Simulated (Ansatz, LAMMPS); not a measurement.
# Liquid Hg22Cd10S32 at 2200 K (64 atoms): support functions against a reference, part 2 of 2

Aim: test how closely localised support functions follow the reference on liquid Hg22Cd10S32 at 2200 K (64 atoms), and at what cost. A setting counts as converged where the r.m.s. difference of forces stays under 1 % of the r.m.s. force.

Ansatz 0.2.0; Kohn-Sham DFT, PBE, PAW (set soft_2, large core), plane waves.

The cell: 22 Hg, 10 Cd and 32 S. The network of bonds at the start is that of the classical potential that made the cell. Sampling is at Γ alone, for a cell whose shortest periodic width is 12 Å. Spin–orbit coupling is left out.

So far. Step 4 (Support functions low): Forces differ from the reference by 0.61 meV/Å r.m.s., 0.11 % of their size, well within a tolerance of 1 %; the energy by -1.3 meV/atom. It took roughly 5.2 times the reference's time (one timing each, with unlike analyses asked), in 19 cycles against 14.

## 5. Support functions medium

With localised support functions most steps grow linearly with size, though the diagonalisation grows faster unless the density matrix is cut; this run measures error and cost at this size.

This step: Kohn-Sham DFT, PBE, PAW (set soft_2, large core), localised support functions (medium) (Ansatz 0.2.0).

Input file input.yaml:

```yaml
crystal:
  lattice:
    - [11.9621, 0.0, 0.0]
    - [0.0, 11.9621, 0.0]
    - [0.0, 0.0, 11.9621]
  atoms:
    [... the 64 atom lines of step 3 ...]
kpoints:
  mp_grid: { grid: [1, 1, 1] }
hamiltonian:
  xc: pbe
  pseudopotentials: { kind: paw, core: large }
scf:
  occupations: { method: fermi_dirac, width: 0.05 }
  eigensolver: { kind: { support_functions: { accuracy: medium } } }
  max_iter: 150
output:
  forces: true
  eigenvalues: true
```

Launch:

```bash
> ansatz run input.yaml --threads 4 --pin off --max-ram 8192MiB --backend cpu --events-out ev --progress --plain --runs-dir out
```

The program printed:

```text
[...]
Crystal: 64 atoms, lattice volume = 1711.679 Å³
Basis set: ecut = 420 eV, 33371 PW (Γ), exchange–correlation on 160×160×160 points (8 copies of the dense FFT grid, shifted against one another)
Bands: 394, of which v1, the nominal top of the filled ones, is band 328 counted from 1 (327 counted from 0)
Symmetry: 1 space group operations
k-points: 1
[...]
SCF iter   1: F=—  HF=-353548.577889 eV  |F-HF|=—  |Δ(HF+E_count)|=         —  Δρ=4.93e-2  dr2=1.73e2  ethr=1.00e-1
[...]
SCF iter  20: F=—  HF=-353582.160026 eV  |F-HF|=—  |Δ(HF+E_count)|=   1.41e-3  Δρ=6.05e-6  dr2=2.50e-6  ethr=7.12e-10  κ⁻¹=1.3e-3(r=7)
SCF iter  21: F=-353582.160026 eV  HF=-353582.160026 eV  |F-HF|=3.00e-7  |Δ(HF+E_count)|=   3.16e-7  Δρ=2.82e-6  dr2=5.90e-7  ethr=3.81e-10
SCF 1 converged in 21 iterations: F = -353582.198537 eV  dr2 = 5.90e-7
[...]
SCF converged after 21 iterations
[...]
Free energy (F): -353582.198537 eV
[...]
Internal energy: -353581.859166 eV  (E = F + TS)
E sigma→0 (E₀):  -353582.028852 eV
Entropy (-TS):   -0.339371 eV (-5.303 meV/atom)
Fermi energy:    6.337249 eV
[...]
Σ components = -353582.198537   (vs F -353582.198537, Δ=0.00e0)
--- Forces (eV/Å), atoms counted from 1 ---
  atom   1  Hg    -0.05185302     0.54510640    -0.12725276
  atom   2  Hg     0.18054996     0.04779571     0.66932586
  atom   3  Hg     0.26660352     0.10789010     0.34880660
  atom   4  Hg    -0.26953159    -0.47465848     0.88758672
[...]
atom  64  S     -0.70497069     0.50610112    -0.58561190
  max |Σ_I F_I| component: 4.15e-3 eV/Å
--- Band table (eV) ---
[...]
```

The job ended after 2.4 min (4 threads of Arm Neoverse V2, shared host; peak memory 3.7 GiB; 9.4 min of CPU time).

Keys that differ from the reference: support_functions.accuracy = "medium" and scf.max_iter = 150.

Forces differ from the reference by 0.60 meV/Å r.m.s., 0.11 % of their size, well within a tolerance of 1 %; the energy by -1.3 meV/atom. It took roughly 5.5 times the reference's time (one timing each, with unlike analyses asked), in 21 cycles against 14.

## 6. Support functions medium, spacing 0.397 Å

The grid spacing sets how fine a wave the support functions can hold.

input.yaml, the sections that differ from step 5:

```yaml
scf:
  occupations: { method: fermi_dirac, width: 0.05 }
  eigensolver: { kind: { support_functions: { accuracy: medium, spacing: 0.397 } } }
  max_iter: 150
# crystal, kpoints, hamiltonian, output: as in step 5
```

The program printed:

```text
[...]
Crystal: 64 atoms, lattice volume = 1711.679 Å³
Basis set: ecut = 420 eV, 33371 PW (Γ), exchange–correlation on 160×160×160 points (8 copies of the dense FFT grid, shifted against one another)
Bands: 394, of which v1, the nominal top of the filled ones, is band 328 counted from 1 (327 counted from 0)
Symmetry: 1 space group operations
k-points: 1
[...]
SCF iter   1: F=—  HF=-353545.625052 eV  |F-HF|=—  |Δ(HF+E_count)|=         —  Δρ=4.97e-2  dr2=1.72e2  ethr=1.00e-1
[...]
SCF iter  21: F=-353581.134536 eV  HF=-353581.134536 eV  |F-HF|=3.72e-7  |Δ(HF+E_count)|=   3.76e-7  Δρ=2.97e-6  dr2=6.70e-7  ethr=4.14e-10
SCF 1 converged in 21 iterations: F = -353581.181222 eV  dr2 = 6.70e-7
[...]
SCF converged after 21 iterations
[...]
Free energy (F): -353581.181222 eV
[...]
Internal energy: -353580.842095 eV  (E = F + TS)
E sigma→0 (E₀):  -353581.011658 eV
Entropy (-TS):   -0.339127 eV (-5.299 meV/atom)
Fermi energy:    6.338376 eV
[...]
--- Forces (eV/Å), atoms counted from 1 ---
  atom   1  Hg    -0.09045399     0.54245556    -0.06445198
  atom   2  Hg     0.18000430     0.05420489     0.68425355
  atom   3  Hg     0.26599324     0.14399006     0.32546866
  atom   4  Hg    -0.26584467    -0.50074952     0.90678314
  atom   5  Hg    -0.39012163    -1.39484988     0.23029034
  atom   6  Hg    -0.27256317     0.24023377     0.42345467
  atom   7  Hg     0.31277989    -0.17923213    -0.12041794
  atom   8  Hg    -0.92509980     0.42158578    -0.23214709
  atom   9  Hg     0.06069052     0.08473827    -0.21681010
  atom  10  Hg     0.40912219    -0.45601092    -0.02828819
  atom  11  Hg    -0.14748506     0.18585622     0.54443234
  atom  12  Hg     0.45382458     0.41675510     0.12220652
  atom  13  Hg     0.26399542    -0.10663175    -0.48034950
  atom  14  Hg     0.15867195     0.84795250     0.08042168
[...]
atom  63  S      0.26517245    -0.59765159    -0.13652401
  atom  64  S     -0.70891090     0.50995346    -0.58957504
  max |Σ_I F_I| component: 2.77e-1 eV/Å
--- Band table (eV) ---
[...]
```

The job ended after 67 s (4 threads; peak memory 2 GiB; 4.3 min of CPU time).

The program notes that the forces don't sum to zero within tolerance and the grid leaves an egg-box force.

Forces differ from the reference by 22 meV/Å r.m.s., 4.2 % of their size, over a tolerance of 1 %; the energy by +15 meV/atom. It took roughly 2.6 times the reference's time (one timing each, with unlike analyses asked), in 21 cycles against 14. The setting is coarser than the default on purpose.

## 7. Support functions medium, spacing 0.331 Å

The grid spacing sets how fine a wave the support functions can hold.

input.yaml, the sections that differ from step 6:

```yaml
scf:
  occupations: { method: fermi_dirac, width: 0.05 }
  eigensolver: { kind: { support_functions: { accuracy: medium, spacing: 0.331 } } }
  max_iter: 150
# crystal, kpoints, hamiltonian, output: as in step 6
```

The program printed:

```text
[...]
Crystal: 64 atoms, lattice volume = 1711.679 Å³
Basis set: ecut = 420 eV, 33371 PW (Γ), exchange–correlation on 160×160×160 points (8 copies of the dense FFT grid, shifted against one another)
Bands: 394, of which v1, the nominal top of the filled ones, is band 328 counted from 1 (327 counted from 0)
Symmetry: 1 space group operations
k-points: 1
[...]
SCF iter   1: F=—  HF=-353548.610510 eV  |F-HF|=—  |Δ(HF+E_count)|=         —  Δρ=4.94e-2  dr2=1.73e2  ethr=1.00e-1
[...]
SCF iter  21: F=-353582.285654 eV  HF=-353582.285655 eV  |F-HF|=3.63e-7  |Δ(HF+E_count)|=   3.54e-7  Δρ=2.96e-6  dr2=6.52e-7  ethr=4.29e-10
SCF 1 converged in 21 iterations: F = -353582.326717 eV  dr2 = 6.52e-7
[...]
SCF converged after 21 iterations
[...]
Free energy (F): -353582.326717 eV
[...]
Internal energy: -353581.987392 eV  (E = F + TS)
E sigma→0 (E₀):  -353582.157055 eV
Entropy (-TS):   -0.339325 eV (-5.302 meV/atom)
Fermi energy:    6.337345 eV
[...]
--- Forces (eV/Å), atoms counted from 1 ---
  atom   1  Hg    -0.05245990     0.54451811    -0.12491823
  atom   2  Hg     0.17706482     0.05155464     0.67211834
  atom   3  Hg     0.26868892     0.10897169     0.34529239
  atom   4  Hg    -0.26673874    -0.47430163     0.88765689
  atom   5  Hg    -0.34105508    -1.41266618     0.21478861
  atom   6  Hg    -0.26590747     0.22249787     0.37534334
  atom   7  Hg     0.27773996    -0.15644282    -0.06148530
  atom   8  Hg    -0.92603091     0.36730235    -0.29599234
  atom   9  Hg     0.14292499     0.08222087    -0.14750879
  atom  10  Hg     0.40383600    -0.41768491    -0.09872282
  atom  11  Hg    -0.18987231     0.12609103     0.48837613
  atom  12  Hg     0.43613963     0.35319791     0.08191179
  atom  13  Hg     0.26850804    -0.09617452    -0.45274890
  atom  14  Hg     0.21059470     0.80279691     0.09954073
[...]
atom  63  S      0.26316701    -0.63196496    -0.13936796
  atom  64  S     -0.70412366     0.50518659    -0.58592530
  max |Σ_I F_I| component: 9.92e-3 eV/Å
--- Band table (eV) ---
[...]
```

It took 98 s on 4 threads; peak memory 2.7 GiB; 6.3 min of CPU time.

Forces differ from the reference by 1.9 meV/Å r.m.s., 0.35 % of their size, within a tolerance of 1 %; the energy by -3.3 meV/atom. It took roughly 3.7 times the reference's time (one timing each, with unlike analyses asked), in 21 cycles against 14. The setting is coarser than the default on purpose.

## 8. Other settings

Changed here: scf.mixing.algorithm = "broyden", scf.mixing.beta = 0.1 and scf.mixing.ndim = 16.

This step: Kohn-Sham DFT, PBE, PAW (set soft_2, large core), plane waves (Ansatz 0.2.0).

input.yaml, the sections that differ from step 7:

```yaml
kpoints:
  mp_grid: { grid: [1, 1, 1], shift: [0.0, 0.0, 0.0] }
scf:
  occupations: { method: fermi_dirac, width: 0.05 }
  mixing: { algorithm: broyden, beta: 0.1, ndim: 16 }
output:
  forces: true
  stress: true
  populations: true
  dos:
    method: { smearing: { sigma: 0.08 } }
    de: 0.1
    projected: { site_lists: { Cd: [Cd], Hg: [Hg], S: [S] } }
  eigenvalues: true
# crystal, hamiltonian: as in step 7
```

The program printed:

```text
[...]
Crystal: 64 atoms, lattice volume = 1711.679 Å³
Basis set: ecut = 420 eV, 33371 PW (Γ), exchange–correlation on 160×160×160 points (8 copies of the dense FFT grid, shifted against one another)
Bands: 394, of which v1, the nominal top of the filled ones, is band 328 counted from 1 (327 counted from 0)
Symmetry: 1 space group operations
[...]
k-points: 1
[...]
SCF iter   1: F=—  HF=-353604.223882 eV  |F-HF|=—  |Δ(HF+E_count)|=         —  Δρ=4.41e-2  dr2=2.20e2  ethr=3.10e-3  ⟨swp⟩=6.0  Hψ=1537  notcnv=0  defer=15
[...]
SCF iter  20: F=—  HF=-353582.113969 eV  |F-HF|=—  |Δ(HF+E_count)|=   2.04e-9  Δρ=2.83e-6  dr2=2.04e-7  ethr=1.42e-10  ⟨swp⟩=2.0  Hψ=640  notcnv=0  defer=37  κ⁻¹=1.5e-10(r=16)
SCF iter  21: F=-353582.113969 eV  HF=-353582.113969 eV  |F-HF|=3.45e-8  |Δ(HF+E_count)|=   6.52e-9  Δρ=1.29e-6  dr2=5.12e-8  ethr=1.52e-11  ⟨swp⟩=11.0  Hψ=1767  notcnv=0
SCF 1 converged in 21 iterations: F = -353582.113969 eV  dr2 = 5.12e-8
[...]
SCF converged after 21 iterations
[...]
Free energy (F): -353582.113969 eV
[...]
Internal energy: -353581.773501 eV  (E = F + TS)
E sigma→0 (E₀):  -353581.943735 eV
Entropy (-TS):   -0.340468 eV (-5.320 meV/atom)
Fermi energy:    6.336814 eV
[...]
Σ components = -353582.113969   (vs F -353582.113969, Δ=0.00e0)
--- Forces (eV/Å), atoms counted from 1 ---
  atom   1  Hg    -0.05260649     0.54517727    -0.12694507
  atom   2  Hg     0.18025961     0.04755575     0.66989216
  atom   3  Hg     0.26784836     0.10707503     0.34912241
  atom   4  Hg    -0.27017866    -0.47486785     0.88885579
[...]
atom  64  S     -0.70532685     0.50726810    -0.58630336
  max |Σ_I F_I| component: 7.06e-5 eV/Å
--- Stress (GPa, compression-positive) ---
       -2.214249      -0.412339      -0.623176
       -0.412339      -1.027788      -0.450946
       -0.623176      -0.450946      -2.438540
  P = ⅓ Tr σ = -1.8935 GPa (-18.935 kbar)
--- Band table (eV) ---
[...]
--- Löwdin populations: 64 sites ---
  site symbol       q [e]
     0     Hg     11.4056
     1     Hg     11.0861
     2     Hg     11.1358
[...]
63      S      6.6590
  spilling = 0.009615 (of n_electrons = 656.000000)
```

Elapsed: 32 s, on 4 threads; peak memory 2.2 GiB; 2 min of CPU time.

Forces differ from the reference by 0.012 meV/Å r.m.s., 0.0022 % of their size, well within a tolerance of 1 %.

## 9. All settings compared

Differences are against the plane-wave reference (Kohn-Sham DFT, PBE, PAW (set soft_2, large core), plane waves), whose r.m.s. force component is 0.536 eV/Å. Energies are set beside the reference only for runs with its functional, potentials and electron count. Times are for 4 threads of Arm Neoverse V2, shared host. The reference's time includes the DOS, the stress and grids, which some other runs skip.

```csv
run,"Δ force, r.m.s. (meV/Å)",share of r.m.s. force (%),Δ energy (meV/atom),Δ pressure (GPa),cycles,time,host memory (GiB)
reference,-,-,-,-,14,26 s,2.1
support functions low,0.607,0.113,-1.32,-,19,2.3 min,3.7
support functions medium,0.597,0.111,-1.32,-,21,2.4 min,3.7
"support functions medium, spacing 0.397 Å",22.3,4.16,14.6,-,21,67 s,2.0
"support functions medium, spacing 0.331 Å",1.86,0.348,-3.32,-,21,98 s,2.7
"scf.mixing.algorithm = "broyden", scf.mixing.beta = 0.1 and scf.mixing.ndim = 16",0.012,0.0022,0,0,21,32 s,2.2
```

## 10. The reference in detail

With the settings judged, the reference run is read for its physics.

Length of the force by element and coordination:

```csv
element,coordination,atoms,mean length of the force (eV/Å),spread,least,most
Cd,all,10,0.929,0.399,0.509,1.74
Hg,all,22,0.743,0.418,0.139,1.68
S,all,32,0.852,0.424,0.205,2.02
```

Löwdin charges by element and coordination (they lack the spilled electrons, 0.099 e an atom on average):

```csv
element,coordination,atoms,mean charge (e),spread,least,most
Cd,all,10,0.984,0.152,0.726,1.25
Hg,all,22,0.794,0.168,0.460,1.03
S,all,32,-0.656,0.140,-0.947,-0.327
```

States in the cell by windows of 1 eV, zero at the Fermi level; the larger projections on atomic orbitals stand beside the total:

```csv
from (eV),to (eV),total,Hg d,S p,Cd d,Hg s,S s
-18,-14,0.0,0.0,0.0,0.0,0.0,0.0
-14,-13,6.9,0.3,0.1,0.0,0.6,5.7
-13,-12,28.9,0.8,0.4,0.5,1.2,25.3
-12,-11,28.2,0.8,0.6,0.5,0.4,25.5
-11,-10,0.1,0.0,0.0,0.0,0.0,0.0
-10,-9,1.1,0.2,0.0,0.9,0.0,0.0
-9,-8,84.0,2.3,1.3,79.2,0.3,0.6
-8,-7,35.4,17.2,2.5,14.7,0.5,0.3
-7,-6,163.3,149.7,7.3,2.2,1.8,1.3
-6,-5,44.8,36.5,3.5,0.3,3.2,0.7
-5,-4,24.7,3.5,10.3,0.3,7.6,1.0
-4,-3,32.6,2.5,21.1,0.3,4.8,0.8
-3,-2,41.0,2.1,33.5,0.3,2.0,0.7
-2,-1,44.3,1.8,37.1,0.3,2.1,0.6
-1,0,39.3,1.1,31.1,0.2,3.1,0.4
0,1,31.7,0.6,22.3,0.1,4.4,0.3
1,2,24.3,0.3,9.8,0.0,6.8,0.3
2,3,13.1,0.1,3.3,0.0,2.5,0.1
3,4,21.7,0.1,1.9,0.0,0.8,0.1
4,5,27.5,0.0,1.4,0.0,0.5,0.1
```

The levels nearest the highest filled one (over half full), pooled over k-points and spins:

```csv
level less the highest filled one (eV),occupation
-0.261,1.99
-0.219,1.98
-0.146,1.93
-0.103,1.85
-0.0555,1.65
0,1.22
0.0554,0.684
0.111,0.294
0.125,0.23
0.175,0.09
0.230,0.031
0.245,0.023
```

Valence density in the bc plane at fractional x = 0.254, with atoms of Hg and Cd and S within 0.2 Å of it. It is the smooth field of the valence electrons, not physical close to the nuclei.

Ten steps, logarithmic in the rise over the least value, from '0' (0 e/Å³) to '9' (18 e/Å³), each cell a mean:
```
1001345542111111000112343211123332
1111222221112222111111121100011111
1122211000012222112211100000000111
1223221000001111111111000000000111
1122210000011110001100000000000001
0111110000112211000000000000000000
0011222111223221000110000000011000
0024776311223221111221100000111100
0136998521112111012332110000111110
0125887410000000012232110000011110
1012332100000000001111100000001111
2110010000000000000000000000001233
4310001111100000000000000000012455
5310012343210000000000000000013566
3210013455421000000000000000012345
2111112455321000000000001222111122
2222211222211122210000012333321001
3433321111112355531000023333421012
3323321000012566652100013434321012
3334321000012466642100012233210011
1222211110001234321000001111111111
1111234431000111100001111111123332
1101456653100000000012343211233333
1002466663110000000013454311233333
```
Columns run along b (12.0 Å), rows up along c (12.0 Å). Atoms in or near the plane, at fractional coordinates: Hg at (0.19, 0.02), Hg at (0.45, 0.21), Cd at (0.15, 0.63), S at (0.78, 0.25), S at (0.91, 0.04), S at (0.06, 0.22).

Electrostatic potential energy in the bc plane at fractional x = 0.254, with atoms of Hg and Cd and S within 0.2 Å of it. With pseudopotentials it is smooth inside the atoms' cores, unlike the true potential.

Ten even steps from '0' (-35 eV) to '9' (11 eV), each cell a mean:
```
9999620137898889999998545899975468
9999887789988778999999888999999999
9988899999988778999899999999999999
9876789999999889999999999999999999
9988899999999999999999999999999999
9999999999998999999999999999999999
9998777899877789999999999999999999
9975334689877789999889999999999999
9863213489998999998778999999999999
9974333589999999998778999999999999
9987667899999999999999999999999999
7899999999999999999999999999999866
2689999888999999999999999999997200
0589998645789999999999999999996100
4799986100489999999999999999998521
8999997301589999999999999988999888
8777999877899887889999997423699999
6212689999998510158999985021289999
3121389999997100017999996211489998
6212699999998200027999999767899999
9878899999999753479999999999999999
9999853468999998999999888999974358
9998400006899999999998545799721215
9998300004899999999986212689731115
```
Columns run along b (12.0 Å; values clipped at the 3rd and 97th percentile), rows up along c (12.0 Å). Atoms in or near the plane, at fractional coordinates: Hg at (0.19, 0.02), Hg at (0.45, 0.21), Cd at (0.15, 0.63), S at (0.78, 0.25), S at (0.91, 0.04), S at (0.06, 0.22).

Mean Löwdin charges: Cd +0.98, Hg +0.79, S -0.66 e (they miss 0.96 % of the electrons, so they add up to more than the cell's charge). Within 0.4 eV of the Fermi level the largest share is S p (81 % of the projected weight).

## 11. Local order

Bonds and neighbours are counted at the geometry of the runs.

Density 6.37 g/cm³, 26.75 Å³ an atom.

g(r), total and by pair (bins of 0.2 Å):

```csv
r (Å),total,S-S,S-Hg,S-Cd,Hg-Hg,Hg-Cd,Cd-Cd
2.30,0.18,0.00,0.35,0.38,0.00,0.00,0.00
2.50,1.00,0.00,1.98,2.06,0.00,0.00,0.00
2.70,1.69,0.00,3.07,3.17,0.00,1.33,0.00
2.90,1.35,0.93,2.46,1.06,0.64,0.36,0.00
3.10,1.70,2.77,1.61,0.91,1.17,1.28,1.44
3.30,0.92,1.21,0.54,1.35,0.54,1.17,1.27
3.50,1.18,1.55,0.88,1.23,1.12,1.51,0.00
3.70,0.96,0.68,0.71,1.09,1.85,1.16,1.03
3.90,1.01,1.05,0.57,1.12,1.32,1.83,0.89
4.10,1.02,0.79,0.98,1.01,1.18,1.11,2.44
4.30,0.95,0.87,0.73,1.14,1.69,0.84,0.74
4.50,1.02,1.38,0.90,0.63,0.56,1.69,0.68
4.70,0.99,1.03,0.83,1.06,0.77,1.82,0.00
4.90,0.94,1.16,0.85,0.90,1.42,0.39,0.57
5.10,0.88,0.77,1.11,0.91,0.87,0.48,0.53
5.30,0.86,0.71,0.76,1.06,1.10,0.99,0.96
5.50,0.89,1.01,0.99,0.42,1.02,0.82,0.90
5.70,1.13,1.35,1.04,0.92,0.88,1.34,1.71
5.90,0.98,0.89,1.16,0.92,1.21,0.54,0.79
```

Bonds by pair of elements; cutoffs follow the first minimum of g(r), held within bounds set by covalent radii, and pairs that aren't listed don't count as bonded:

```csv
pair A-B,cutoff (Å),bonds,mean length (Å),spread (Å),shortest (Å),B about A,A about B
S-Hg,3.15,69,2.76,0.188,2.35,2.16,3.14
S-Cd,2.98,22,2.66,0.145,2.38,0.688,2.2
```

The cutoff for S-Hg falls short of the minimum of g(r), so counts run low and odd coordinations can be artefacts.

How many atoms have how many bonded neighbours:

```csv
element,mean,1,2,3,4,5
Cd,2.2,1,7,1,1,0
Hg,3.14,0,6,10,3,3
S,2.84,3,8,14,5,2
```

Rings of the network by King's shortest-path rule, up to 12 atoms, one path for each pair of neighbours; H, halogens, alkali and alkaline-earth atoms are left out:

```csv
ring size (atoms),rings,per network atom
4,5,0.078
6,7,0.109
8,11,0.172
10,18,0.281
12,19,0.297
```

First main peaks of g(r), for some of the pairs, lie near 3.1 Å (S-S), 2.7 Å (S-Hg) and 2.7 Å (S-Cd). Rings of 12 atoms are the most common (32 % of those counted); sizes run from 4 to 12, where the search stops.

A closer look about S58, which bears the longest force: 10 atoms, nearest first, numbered in the order of the input, with positions taken from that point.

```csv
atom,x,y,z,distance (Å),bonds,Löwdin charge (e),Fx,Fy,Fz (eV/Å)
S58,0.00,0.00,0.00,0.00,3,-0.71,1.96,0.45,0.25
Cd25,-0.68,-2.25,0.37,2.38,4,1.25,-0.57,-1.37,-0.06
Hg20,-1.47,1.90,-0.33,2.42,3,0.83,-1.11,-0.42,1.18
Cd28,2.72,0.49,-0.64,2.84,2,0.96,-0.97,-0.31,-0.07
S51,1.44,0.12,2.63,3.01,1,-0.45,-0.43,0.57,-0.77
S62,-2.33,-0.90,-2.27,3.38,2,-0.65,-0.65,0.06,-0.32
S48,0.70,-1.65,-2.92,3.42,2,-0.64,-0.46,-0.56,-0.24
S55,-1.30,1.60,2.79,3.47,3,-0.53,0.55,0.82,0.59
S34,-2.13,-1.42,2.52,3.60,4,-0.84,-0.82,-0.47,-0.27
Hg13,-0.17,1.54,-3.26,3.61,2,0.49,0.27,-0.09,-0.45
```

## 12. Summary of results

```yaml
free_energy_per_atom: -5524.7205 eV/atom
pressure: -1.894 GPa
r_m_s_force_component: 0.5362 eV/Å
wall_time_of_the_6_dft_runs: 8.4 min
```

**Reading.** Against plane waves at 420 eV, the forces differ by 0.60 meV/Å (0.11 %) with support functions medium. At 64 atoms the fastest of the runs at a preset level, support functions low, takes roughly 5.2 times the time of plane waves (whose run also made extra analyses), in 19 SCF cycles against 14. Differences between support functions and plane waves include what basis error the plane-wave run still has.

8 levels are partly filled, by over 2 % (at Γ alone): at this level the cell shows no clear gap.

Caveats: The force components of 0.54 eV/Å r.m.s. reflect the temperature of the frame as well as the gap between the generating potential and DFT. The pressure of -1.9 GPa is that of one thermal frame, in which the classical model's bond lengths enter as well as the volume, without the kinetic term. The pressure of a single frame lacks the kinetic term.

[Long decimals in the printed logs are rounded to 6 places.]

[Logs are printed without paths, hosts, clocks, repeated set-up lines and the standing remarks that a program may print on its own settings, such as how far it seeks lower states.]

[Hosts, paths, dates, database ids (printed as entryN), source tags and the programs' standing remarks are cut or masked in the printed files.]
